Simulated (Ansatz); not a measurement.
# Cl on Pd(111): change of the work function, part 3 of 3

Aim: the work function of Pd(111) at several coverages of Cl (fcc site), and the dipole that each adsorbate carries.

Ansatz 0.2.0; plane-wave DFT, PBE, Ansatz PAW.

So far, work function, upper face (eV): step 2 (the clean slab) 5.27; step 3 (17 atoms, coverage 0.25 ML, cell 2x2) 5.46.

## 4. The covered slab, k-mesh 12×12×1, coverage 1 ML

System of this step: Cl/Pd(111). The cell holds 5 atoms: 4 Pd and 1 Cl. Its edges and angles: a = 2.751 Å, b = 2.751 Å, c = 26.751 Å, α = 90.0°, β = 90.0°, γ = 60.0°. Vacuum lies along c.

Another coverage, to see how the dipoles act on each other as their distance changes.

Input file input.yaml:

```yaml
crystal:
  lattice:
    - [2.7506453788, 0.0, 0.0]
    - [1.3753226894, 2.3821287749, 0.0]
    - [0.0, 0.0, 26.7514453686]
  atoms:
    - { symbol: Pd, position: [0.0, 0.0, 0.33643042] }
    - { symbol: Pd, position: [0.3333333333, 0.3333333333, 0.4203844836] }
    - { symbol: Pd, position: [0.6666666667, 0.6666666667, 0.5061365676] }
    - { symbol: Pd, position: [0.0, 0.0, 0.5922528689] }
    - { symbol: Cl, position: [0.3333333333, 0.3333333333, 0.66356958] }
kpoints:
  mp_grid: { grid: [12, 12, 1] }
hamiltonian:
  xc: pbe
scf:
  occupations: { method: fermi_dirac, width: 0.1 }
  convergence: { dr2_threshold: 1.0e-08 }
efield:
  axis: 3
  dipole_correction: true
  ramp_position: 0.97
  ramp_width: 0.06
relax:
  f_tol: 0.02
  max_steps: 60
  constraints: [{ sites: [0, 1] }]
output:
  write_potential: true
  write_density: true
  volumetric_format: npy
```

On the command line:

```console
$ ansatz run input.yaml --threads 4 --pin off --max-ram 6144MiB --backend cpu --events-out ev --progress --plain --runs-dir out
```

Numbers of over 12 decimals in the logs are rounded to 6 here.

Output:

```text
[...]
Crystal: 5 atoms, lattice volume = 175.286 Å³
Basis set: ecut = 420 eV, 3431 PW (Γ), exchange–correlation on 40×40×360 points (8 copies of the dense FFT grid, shifted against one another)
Bands: 48, of which v1, the nominal top of the filled ones, is band 40 counted from 1 (39 counted from 0)
Symmetry: 6 space group operations
[...]
k-points: 19 of 144 (time reversal used)
[...]
SCF iter   1: F=—  HF=-28969.569971 eV  |F-HF|=—  |Δ(HF+E_count)|=         —  Δρ=1.39e-2  dr2=5.86e0  ethr=1.77e-3  p=-0.007 e·Å  D=-6.97e-3 V/Å  ΔV_dip=0.19 eV  dr2_dipole=2.89e0  V_vac-E_F(+/−)=5.05/4.87 eV  ⟨swp⟩=10.0  Hψ=4508  notcnv=0  defer=9
[...]
SCF iter  12: F=-28969.520130 eV  HF=-28969.520130 eV  |F-HF|=5.75e-8  |Δ(HF+E_count)|=   2.01e-7  Δρ=1.37e-6  dr2=7.38e-9  ethr=1.27e-11  p=0.001 e·Å  D=5.61e-4 V/Å  ΔV_dip=-0.02 eV  dr2_dipole=3.55e-12  V_vac-E_F(+/−)=5.21/5.23 eV  ⟨swp⟩=9.5  Hψ=6264  notcnv=0
SCF 1 converged in 12 iterations: F = -28969.520130 eV  dr2 = 7.38e-9
[...]
relax step   1: F+E_penalty+E_count = -28969.52012979 eV  Δ(F+E_penalty+E_count) = +0.000e0 eV  max|allowed force component| = 1.082e0 eV/Å  Δτ_max = 0.0000 Å  (12 SCF iters, accepted)
[...]
SCF iter  11: F=-28969.589441 eV  HF=-28969.589441 eV  |F-HF|=2.56e-8  |Δ(HF+E_count)|=   1.41e-8  Δρ=6.97e-7  dr2=1.05e-9  ethr=1.27e-11  p=-0.006 e·Å  D=-6.03e-3 V/Å  ΔV_dip=0.16 eV  dr2_dipole=3.04e-11  V_vac-E_F(+/−)=5.39/5.23 eV  ⟨swp⟩=9.0  Hψ=5798  notcnv=0
SCF 2 converged in 11 iterations: F = -28969.589441 eV  dr2 = 1.05e-9
relax step   2: F+E_penalty+E_count = -28969.58944097 eV  Δ(F+E_penalty+E_count) = -6.931e-2 eV  max|allowed force component| = 6.070e-1 eV/Å  Δτ_max = 0.0693 Å  (11 SCF iters, accepted)
SCF iter   1: F=—  HF=-28969.667523 eV  |F-HF|=—  |Δ(HF+E_count)|=         —  Δρ=1.05e-2  dr2=2.76e0  ethr=3.10e-3  p=-0.006 e·Å  D=-6.03e-3 V/Å  ΔV_dip=0.16 eV  dr2_dipole=1.26e0  V_vac-E_F(+/−)=5.44/5.28 eV  ⟨swp⟩=4.5  Hψ=2123  notcnv=0  defer=27
[...]
SCF iter  11: F=-28969.640932 eV  HF=-28969.640932 eV  |F-HF|=5.12e-8  |Δ(HF+E_count)|=   5.04e-8  Δρ=1.97e-6  dr2=9.46e-9  ethr=1.27e-11  p=-0.016 e·Å  D=-1.68e-2 V/Å  ΔV_dip=0.45 eV  dr2_dipole=2.71e-10  V_vac-E_F(+/−)=5.67/5.22 eV  ⟨swp⟩=9.1  Hψ=6143  notcnv=0
SCF 3 converged in 11 iterations: F = -28969.640932 eV  dr2 = 9.46e-9
relax step   3: F+E_penalty+E_count = -28969.64093227 eV  Δ(F+E_penalty+E_count) = -5.149e-2 eV  max|allowed force component| = 1.941e-1 eV/Å  Δτ_max = 0.1502 Å  (11 SCF iters, accepted)
[...]
relax step   4: F+E_penalty+E_count = -28969.64657625 eV  Δ(F+E_penalty+E_count) = -5.644e-3 eV  max|allowed force component| = 7.218e-2 eV/Å  Δτ_max = 0.0776 Å  (11 SCF iters, accepted)
SCF iter   1: F=—  HF=-28969.646983 eV  |F-HF|=—  |Δ(HF+E_count)|=         —  Δρ=4.61e-4  dr2=1.05e-3  ethr=5.95e-5  p=-0.021 e·Å  D=-2.21e-2 V/Å  ΔV_dip=0.59 eV  dr2_dipole=1.55e-4  V_vac-E_F(+/−)=5.81/5.22 eV  ⟨swp⟩=2.1  Hψ=1537  notcnv=0  defer=26
[...]
SCF iter   9: F=-28969.646958 eV  HF=-28969.646958 eV  |F-HF|=3.38e-9  |Δ(HF+E_count)|=   1.95e-8  Δρ=8.67e-7  dr2=3.57e-9  ethr=1.27e-11  p=-0.021 e·Å  D=-2.18e-2 V/Å  ΔV_dip=0.58 eV  dr2_dipole=4.46e-10  V_vac-E_F(+/−)=5.80/5.22 eV  ⟨swp⟩=8.2  Hψ=5468  notcnv=0
SCF 5 converged in 9 iterations: F = -28969.646958 eV  dr2 = 3.57e-9
relax step   5: F+E_penalty+E_count = -28969.64695817 eV  Δ(F+E_penalty+E_count) = -3.819e-4 eV  max|allowed force component| = 1.120e-3 eV/Å  Δτ_max = 0.0069 Å  (9 SCF iters, accepted)
[...]
SCF converged after 9 iterations
Free energy (F): -28969.646958 eV
[...]
Internal energy: -28969.343616 eV  (E = F + TS)
E sigma→0 (E₀):  -28969.495287 eV
Entropy (-TS):   -0.303343 eV (-60.669 meV/atom)
Fermi energy:    4.251541 eV
Dipole field:    D = -0.021768 V/Å  (p = -0.021086 e·Å, saw-weighted, corrected)
Work function:   Φ+ = 5.8035 eV   Φ− = 5.2212 eV
[...]
--- Forces (eV/Å), atoms counted from 1 ---
  atom   1  Pd    -0.00000000    -0.00000000    -0.32481780
  atom   2  Pd     0.00000000    -0.00000000     0.32535218
  atom   3  Pd    -0.00000000    -0.00000000     0.00111978
  atom   4  Pd     0.00000000     0.00000000    -0.00093589
  atom   5  Cl    -0.00000000    -0.00000000    -0.00072228
  max |Σ_I F_I| component: 4.00e-6 eV/Å
--- Band table (eV; the first three rows and the last of 19) ---
  k-point 0: bands = [... 36 lower, 3.1765, 3.6138, 3.6138, 4.0810, 4.0810, 5.1635, 5.2575, 5.2575, ... 4 higher]
  k-point 1: bands = [... 36 lower, 3.2317, 3.5316, 3.6109, 4.0873, 4.1969, 4.6546, 5.1381, 5.8620, ... 4 higher]
  k-point 2: bands = [... 36 lower, 3.1572, 3.2413, 3.5919, 3.7069, 4.0972, 4.8504, 4.9537, 6.9523, ... 4 higher]
  k-point 18: bands = [... 36 lower, 3.7624, 3.9110, 3.9330, 4.1012, 10.4964, 10.6826, 10.8455, 11.1158, ... 4 higher]
--- Relaxed structure (5 steps of the walk, 5 accepted, 0 SCFs on fresh bases) ---
  F+E_penalty+E_count = -28969.64695817 eV   max|allowed force component| = 1.120e-3 eV/Å
  atoms:
[...]
- { symbol: Pd, position: [0.333333, 0.333333, 0.420384] }
    - { symbol: Pd, position: [0.666667, 0.666667, 0.506002] }
[...]
- { symbol: Cl, position: [0.333333, 0.333333, 0.674653] }
```

The job ended after 17 s (4 threads of Arm Neoverse V2, shared host; peak memory 0.52 GiB; 67 s of CPU time).

Relaxation path:

| step | energy less that of the first step (eV) | largest force component (eV/Å) |
| --- | --- | --- |
| 1 | 0.0000 | 1.0822 |
| 2 | -0.0693 | 0.6070 |
| 3 | -0.1208 | 0.1941 |
| 4 | -0.1264 | 0.0722 |
| 5 | -0.1268 | 0.0011 |

The run keeps the 6 symmetry operations that it works with, so distortions that break them were not tested.

The atoms that moved most (Å):

| atom | dx | dy | dz | length |
| --- | --- | --- | --- | --- |
| Cl5 | 0.000 | 0.000 | 0.297 | 0.297 |
| Pd4 | 0.000 | 0.000 | -0.010 | 0.010 |

The relaxed structure:

```cif
data_structure
_symmetry_space_group_name_H-M 'P 1'
_symmetry_Int_Tables_number 1
_cell_length_a 2.7506
_cell_length_b 2.7506
_cell_length_c 26.7514
_cell_angle_alpha 90.000
_cell_angle_beta 90.000
_cell_angle_gamma 60.000
_cell_volume 175.29
loop_
_atom_site_label
_atom_site_type_symbol
_atom_site_fract_x
_atom_site_fract_y
_atom_site_fract_z
_atom_site_occupancy
Pd1 Pd 0.00000 0.00000 0.33643 1
Pd2 Pd 0.33333 0.33333 0.42038 1
Pd3 Pd 0.66667 0.66667 0.50600 1
Pd4 Pd 0.00000 0.00000 0.59188 1
Cl5 Cl 0.33333 0.33333 0.67465 1
```

Numbers from this step:

| Item | Value |
| --- | --- |
| energy at zero smearing | -28969.4953 eV |
| work function, upper face | 5.804 eV |
| work function, lower face | 5.221 eV |
| dipole along the normal | -0.02109 e·Å |
| step between the vacuum levels | 0.5823 eV |

Running mean over 2.246 Å of the planar mean; the ramp of the sawtooth is left out. The electron's electrostatic potential energy less the Fermi level by z:

z (Å), electron's electrostatic potential energy less the Fermi level (eV) and a bar from the least value:
```
      3.5       5.22 #############################
      4.0       5.22 #############################
      4.5       5.22 #############################
      5.0       5.22 #############################
      5.5       5.21 #############################
      6.0       5.17 #############################
      6.5       5.01 ############################
      7.0       4.37 ###########################
      7.5       1.75 ######################
      8.0      -3.14 ###########
      8.5      -7.05 ###
      9.0      -8.27 #
      9.5      -8.45 
     10.0      -8.50 
     10.5      -8.53 
     11.0      -8.57 
     11.5      -8.52 
     12.0      -8.29 #
     12.5      -8.18 #
     13.0      -8.40 
     13.5      -8.55 
     14.0      -8.38 
     14.5      -8.09 #
     15.0      -8.16 #
     15.5      -8.52 
     16.0      -8.59 
     16.5      -8.12 #
     17.0      -7.05 ###
     17.5      -5.75 ######
     18.0      -4.75 ########
     18.5      -3.69 ##########
     19.0      -0.74 ################
     19.5       3.16 ########################
     20.0       5.27 #############################
     20.5       5.71 ##############################
     21.0       5.79 ##############################
     21.5       5.80 ##############################
     22.0       5.80 ##############################
     22.5       5.80 ##############################
     23.0       5.80 ##############################
     23.5       5.80 ##############################
```

The relaxation took 5 steps and lowered the energy by 0.13 eV; the largest force on the free atoms ends at 0.0011 eV/Å.

The covered face has 5.80 eV, +0.54 eV against the clean one; the bare back face has moved by -0.03 eV, a measure of how thin the slab is.

## 5. Work function against coverage

This step: plane-wave DFT, PBE, Ansatz PAW; work function against coverage (Ansatz 0.2.0).

The runs are now put side by side.

This step gave:

- work function of the clean face: 5.268 eV
- largest change of the work function: 0.5353 eV

Table of work function of the covered face by coverage:

| coverage (adsorbates/nm²) | work function of the covered face (eV) |
| --- | --- |
| 0.00 | 5.27 |
| 3.82 | 5.46 |
| 15.26 | 5.80 |

The dipole per adsorbate comes from the change of the cell's dipole. Coverage, by row:

| coverage (1/nm²) | coverage (ML) | work function (eV) | change (eV) | dipole per adsorbate, positive end outwards (debye) | mean height of the added atoms over the highest substrate atom (Å) |
| --- | --- | --- | --- | --- | --- |
| 3.815 | 0.25 | 5.461 | 0.1924 | -0.149 | 1.846 |
| 15.26 | 1 | 5.804 | 0.5353 | -0.098 | 2.214 |

## 6. Outcome

| Item | Value |
| --- | --- |
| work function of the clean face | 5.27 eV |
| work function at 0.25 ML | 5.46 eV |
| work function at 1 ML | 5.80 eV |
| dipole per adsorbate at 0.25 ML, positive end outwards | -0.15 D |

**Reading.** Cl raises the work function of Pd(111) at the lowest coverage, by 0.19 eV: the adsorbate layer has its negative end outwards. At the highest coverage the adsorbates are pressed to about 2.8 Å, closer than unbonded atoms of this kind usually come, so a real layer may not reach it. The slab has 4 layers, at the tabulated experimental lattice constant, one starting site was run, and quantum-size effects of a slab this thin can reach one or two tenths of an eV.

[Logs are printed without paths, hosts, clocks, repeated set-up lines and the standing remarks that a program may print on its own settings, such as how far it seeks lower states.]

[Hosts, paths, dates, database ids (printed as entryN), source tags and the programs' standing remarks are cut or masked in the printed files.]

[Maps of the electrostatic potential energy from Ansatz leave out the sawtooth potential of an applied field or a dipole correction, so their vacuum need not be flat; planar profiles and work functions include it.]
